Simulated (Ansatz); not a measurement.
# H on Hf(0001): change of the work function, part 4 of 4

Aim: the work function of Hf(0001) at several coverages of H (fcc site), and the dipole that each adsorbate carries.

Ansatz 0.2.0; plane-wave DFT, PBE, Ansatz PAW.

So far, work function, upper face (eV): step 2 (the clean slab) 4.33; step 3 (37 atoms, coverage 0.111 ML, cell 3x3) 4.30; step 4 (17 atoms, coverage 0.25 ML, cell 2x2) 4.24.

## Step 5: The covered slab, k-mesh 6×6×1, coverage 0.5 ML

System of this step: H/Hf(0001). The cell holds 18 atoms: 16 Hf and 2 H. Cell: a = 6.400 Å, b = 6.400 Å, c = 26.594 Å, α = 90.0°, β = 90.0°, γ = 60.0°. Vacuum lies along c.

Another coverage, to see how the dipoles act on each other as their distance changes.

input.yaml reads:

```yaml
crystal:
  lattice:
    - [6.4, 0.0, 0.0]
    - [3.2, 5.5425625842, 0.0]
    - [0.0, 0.0, 26.593625136]
  atoms:
    - { symbol: Hf, position: [0.3333333333, 0.3333333333, 0.3384269709] }
    - { symbol: Hf, position: [0.0, 0.0, 0.4336076763] }
    - { symbol: Hf, position: [0.3333333333, 0.3333333333, 0.5328648498] }
    - { symbol: Hf, position: [0.0, 0.0, 0.6223377317] }
    - { symbol: Hf, position: [0.3333333333, 0.8333333333, 0.3384269709] }
    - { symbol: Hf, position: [0.0, 0.5, 0.4336076763] }
    - { symbol: Hf, position: [0.3333333333, 0.8333333333, 0.5328648498] }
    - { symbol: Hf, position: [0.0, 0.5, 0.6223377317] }
    - { symbol: Hf, position: [0.8333333333, 0.3333333333, 0.3384269709] }
    - { symbol: Hf, position: [0.5, 0.0, 0.4336076763] }
    - { symbol: Hf, position: [0.8333333333, 0.3333333333, 0.5328648498] }
    - { symbol: Hf, position: [0.5, 0.0, 0.6223377317] }
    - { symbol: Hf, position: [0.8333333333, 0.8333333333, 0.3384269709] }
    - { symbol: Hf, position: [0.5, 0.5, 0.4336076763] }
    - { symbol: Hf, position: [0.8333333333, 0.8333333333, 0.5328648498] }
    - { symbol: Hf, position: [0.5, 0.5, 0.6223377317] }
    - { symbol: H, position: [0.1666666667, 0.1666666667, 0.6615730291] }
    - { symbol: H, position: [0.6666666667, 0.1666666667, 0.6615730291] }
kpoints:
  mp_grid: { grid: [6, 6, 1] }
hamiltonian:
  xc: pbe
scf:
  occupations: { method: fermi_dirac, width: 0.1 }
  convergence: { dr2_threshold: 1.0e-08 }
efield:
  axis: 3
  dipole_correction: true
  ramp_position: 0.97
  ramp_width: 0.06
relax:
  f_tol: 0.02
  max_steps: 60
  constraints: [{ sites: [0, 1, 4, 5, 8, 9, 12, 13] }]
output:
  dos: { projected: true, e_range: [-8, 4] }
  write_potential: true
  write_density: true
  volumetric_format: npy
  elf: true
```

On the command line:

```
$ ansatz run input.yaml --threads 4 --pin off --max-ram 16384MiB --backend cpu --events-out ev --progress --plain --runs-dir out
```

The program printed:

```text
[...]
Crystal: 18 atoms, lattice volume = 943.340 Å³
Basis set: ecut = 420 eV, 18497 PW (Γ), exchange–correlation on 90×90×360 points (8 copies of the dense FFT grid, shifted against one another)
Bands: 251, of which v1, the nominal top of the filled ones, is band 209 counted from 1 (208 counted from 0)
Symmetry: 4 space group operations
[...]
- { symbol: Hf, position: [0.833333, 0.833333, 0.3384269709] }
    - { symbol: Hf, position: [0.5, 0.5, 0.4336076763] }
    - { symbol: Hf, position: [0.832819, 0.834363, 0.532414] }
    - { symbol: Hf, position: [0.499876, 0.500249, 0.622835] }
    - { symbol: H, position: [0.165333, 0.169335, 0.663582] }
    - { symbol: H, position: [0.665333, 0.169335, 0.663582] }
[key lines of the parts left out:]
SCF converged after 11 iterations
Free energy (F): -251568.171186 eV
Fermi energy:    5.040712 eV
Dipole field:    D = 0.007856 V/Å  (p = 0.040956 e·Å, saw-weighted, corrected)
Work function:   Φ+ = 4.1643 eV   Φ− = 4.3732 eV
```

Wall time 8.4 min (4 threads of Arm Neoverse V1, shared host); peak memory 6 GiB.

Step by step:

```
step  energy less that of the first step (eV)  largest force component (eV/Å)
   1                                   0.0000                          0.2897
   2                                   0.0458                          0.5244
   3                                  -0.0152                          0.0165
```

Relaxation step 2 was tried and not accepted.

The run keeps the 4 symmetry operations that the program found, so distortions that break them were not tested.

The atoms that moved most (Å):

```
atom     dx      dy     dz  length
 H18  0.000   0.015  0.053   0.055
 H17  0.000   0.015  0.053   0.055
 Hf4  0.000  -0.003  0.040   0.040
Hf12  0.000  -0.003  0.040   0.040
Hf11  0.000  -0.005  0.014   0.015
 Hf3  0.000  -0.005  0.014   0.015
 Hf8  0.000   0.001  0.013   0.013
Hf16  0.000   0.001  0.013   0.013
```

Final coordinates:

```cif
data_structure
_symmetry_space_group_name_H-M 'P 1'
_symmetry_Int_Tables_number 1
_cell_length_a 6.4000
_cell_length_b 6.4000
_cell_length_c 26.5936
_cell_angle_alpha 90.000
_cell_angle_beta 90.000
_cell_angle_gamma 60.000
_cell_volume 943.34
loop_
_atom_site_label
_atom_site_type_symbol
_atom_site_fract_x
_atom_site_fract_y
_atom_site_fract_z
_atom_site_occupancy
Hf1 Hf 0.33333 0.33333 0.33843 1
Hf2 Hf 0.00000 0.00000 0.43361 1
Hf3 Hf 0.33379 0.33242 0.53338 1
Hf4 Hf 0.00027 0.99947 0.62383 1
Hf5 Hf 0.33333 0.83333 0.33843 1
Hf6 Hf 0.00000 0.50000 0.43361 1
Hf7 Hf 0.33282 0.83436 0.53241 1
Hf8 Hf 0.99988 0.50025 0.62283 1
Hf9 Hf 0.83333 0.33333 0.33843 1
Hf10 Hf 0.50000 0.00000 0.43361 1
Hf11 Hf 0.83379 0.33242 0.53338 1
Hf12 Hf 0.50027 0.99947 0.62383 1
Hf13 Hf 0.83333 0.83333 0.33843 1
Hf14 Hf 0.50000 0.50000 0.43361 1
Hf15 Hf 0.83282 0.83436 0.53241 1
Hf16 Hf 0.49988 0.50025 0.62283 1
H17 H 0.16533 0.16933 0.66358 1
H18 H 0.66533 0.16933 0.66358 1
```

The density of states has structure finer than the step of the table below, so its rows give means over 0.25 eV. Peaks (eV: height): -1.050: 42.9, -0.810: 37.2, -0.420: 35.5, 0.510: 34.3, 1.050: 55.4, 1.290: 47.0, 1.950: 47.3.

Table of density of states by energy, zero at the Fermi level; means over each step:

```
energy (eV)  density of states (states/eV a cell)
      -7.50                                     0
      -7.25                                0.0368
      -7.00                                  1.06
      -6.75                                  1.17
      -6.50                                  1.39
      -6.25                                  2.68
      -6.00                                  3.37
      -5.75                                  2.53
      -5.50                                  2.31
      -5.25                                  4.70
      -5.00                                  6.18
      -4.75                                  4.30
      -4.50                                  3.01
      -4.25                                  3.42
      -4.00                                  3.87
      -3.75                                  7.89
      -3.50                                  6.15
      -3.25                                  9.86
      -3.00                                  11.2
      -2.75                                  10.3
      -2.50                                  13.5
      -2.25                                  16.2
      -2.00                                  14.6
      -1.75                                  8.08
      -1.50                                  14.1
      -1.25                                  17.9
      -1.00                                  26.5
      -0.75                                  23.2
      -0.50                                  15.2
      -0.25                                  19.2
       0.00                                  24.6
       0.25                                  19.4
       0.50                                  26.9
       0.75                                  24.1
       1.00                                  29.1
       1.25                                  24.4
       1.50                                  17.0
       1.75                                  19.4
```

The relaxation took 3 steps and lowered the energy by 0.015 eV; the largest force on the free atoms ends at 0.016 eV/Å.

The covered face has 4.16 eV, -0.17 eV against the clean one; the bare back face has moved by -0.01 eV, a measure of how thin the slab is.

## Step 6: The covered slab, k-mesh 12×12×1, coverage 1 ML

System of this step: H/Hf(0001). The cell holds 5 atoms: 4 Hf and 1 H. Its edges and angles: a = 3.200 Å, b = 3.200 Å, c = 26.594 Å, α = 90.0°, β = 90.0°, γ = 60.0°. Vacuum lies along c.

Another coverage, to see how the dipoles act on each other as their distance changes.

input.yaml, the sections that differ from step 5:

```yaml
crystal:
  lattice:
    - [3.2, 0.0, 0.0]
    - [1.6, 2.7712812921, 0.0]
    - [0.0, 0.0, 26.593625136]
  atoms:
    - { symbol: Hf, position: [0.6666666667, 0.6666666667, 0.3384269709] }
    - { symbol: Hf, position: [0.0, 0.0, 0.4336076763] }
    - { symbol: Hf, position: [0.6666666667, 0.6666666667, 0.5328648498] }
    - { symbol: Hf, position: [0.0, 0.0, 0.6223377317] }
    - { symbol: H, position: [0.3333333333, 0.3333333333, 0.6615730291] }
kpoints:
  mp_grid: { grid: [12, 12, 1] }
relax:
  f_tol: 0.02
  max_steps: 60
  constraints: [{ sites: [0, 1] }]
output:
  write_potential: true
  write_density: true
  volumetric_format: npy
# hamiltonian, scf, efield: as in step 5
```

The program printed:

```text
[...]
Crystal: 5 atoms, lattice volume = 235.835 Å³
Basis set: ecut = 420 eV, 4685 PW (Γ), exchange–correlation on 48×48×360 points (8 copies of the dense FFT grid, shifted against one another)
Bands: 63, of which v1, the nominal top of the filled ones, is band 53 counted from 1 (52 counted from 0)
Symmetry: 6 space group operations
[...]
F+E_penalty+E_count = -62900.54254005 eV   max|allowed force component| = 8.115e-3 eV/Å
  atoms:
    - { symbol: Hf, position: [0.666667, 0.666667, 0.3384269709] }
    - { symbol: Hf, position: [-1.850372e-17, -1.850372e-17, 0.4336076763] }
    - { symbol: Hf, position: [0.666667, 0.666667, 0.532975] }
    - { symbol: Hf, position: [-1.628277e-17, -1.850372e-17, 0.624422] }
    - { symbol: H, position: [0.333333, 0.333333, 0.664452] }
[key lines of the parts left out:]
SCF converged after 6 iterations
Free energy (F): -62900.542540 eV
Fermi energy:    5.163179 eV
Dipole field:    D = 0.017492 V/Å  (p = 0.022798 e·Å, saw-weighted, corrected)
Work function:   Φ+ = 3.8990 eV   Φ− = 4.3641 eV
```

Wall time 27 s (4 threads); peak memory 0.73 GiB.

Step by step:

```
step  energy less that of the first step (eV)  largest force component (eV/Å)
   1                                   0.0000                          0.3106
   2                                   0.0221                          0.4970
   3                                  -0.0094                          0.0305
   4                                  -0.0095                          0.0081
```

Relaxation step 2 was tried and not accepted.

Forces are held to the 6 operations that the program found; a distortion that breaks them can't arise in this run.

The atoms that moved most (Å):

```
atom     dx     dy     dz  length
  H5  0.000  0.000  0.077   0.077
 Hf4  0.000  0.000  0.055   0.055
```

Final coordinates:

```xyz
5
Lattice="3.2000 0.0000 0.0000 1.6000 2.7713 0.0000 0.0000 0.0000 26.5936" Properties=species:S:1:pos:R:3
Hf    3.2000    1.8475    9.0000
Hf    0.0000    0.0000   11.5312
Hf    3.2000    1.8475   14.1737
Hf    0.0000    0.0000   16.6057
H     1.6000    0.9238   17.6702
```

The relaxation took 4 steps and lowered the energy by 0.0095 eV; the largest force on the free atoms ends at 0.0081 eV/Å.

The covered face has 3.90 eV, -0.43 eV against the clean one; the bare back face has moved by -0.02 eV, a measure of how thin the slab is.

## Step 7: Work function against coverage

This step: plane-wave DFT, PBE, Ansatz PAW; work function against coverage (Ansatz 0.2.0).

The runs are now put side by side.

This step gave:

```
work function of the clean face     : 4.332 eV
largest change of the work function : -0.4333 eV
```

The work function of the covered face by coverage:

```
coverage (adsorbates/nm²)  work function of the covered face (eV)
                     0.00                                    4.33
                     1.25                                    4.30
                     2.82                                    4.24
                     5.64                                    4.16
                    11.28                                    3.90
```

The dipole per adsorbate comes from the change of the cell's dipole. Coverage, by row:

```
coverage (1/nm²)  coverage (ML)  work function (eV)  change (eV)  dipole per adsorbate, positive end outwards (debye)  mean height of the added atoms over the highest substrate atom (Å)
           1.253         0.1111               4.305      -0.0274                                                0.056                                                               1.056
           2.819           0.25               4.243     -0.08969                                                0.081                                                               1.061
           5.638            0.5               4.164      -0.1679                                                0.076                                                               1.057
           11.28              1               3.899      -0.4333                                                0.098                                                               1.065
```

## Step 8: Summary of results

```json
{"work function of the clean face": "4.33 eV", "work function at 0.11 ML": "4.30 eV", "work function at 0.25 ML": "4.24 eV", "work function at 0.5 ML": "4.16 eV", "work function at 1 ML": "3.90 eV", "dipole per adsorbate at 0.11 ML, positive end outwards": "0.06 D"}
```

**Reading.** At the lowest coverage H changes the work function of Hf(0001) by under 0.15 eV, within the error of so thin a slab; the largest change, -0.43 eV, comes at higher coverage. The slab has 4 layers, at the tabulated experimental lattice constant, one starting site was run, and quantum-size effects of a slab this thin can reach one or two tenths of an eV.

[Long decimals in the printed logs are rounded to 6 places.]

[Logs are printed without paths, hosts, clocks, repeated set-up lines and the standing remarks that a program may print on its own settings, such as how far it seeks lower states.]

[Hosts, paths, dates, database ids (printed as entryN), source tags and the programs' standing remarks are cut or masked in the printed files.]

[Maps of the electrostatic potential energy from Ansatz leave out the sawtooth potential of an applied field or a dipole correction, so their vacuum need not be flat; planar profiles and work functions include it.]

[The density of states shown here was stored with 400 of the rows of the run's finer table, so its peaks can read low, often by over a quarter, or be missed, and its means over a window can be off by a tenth or more.]
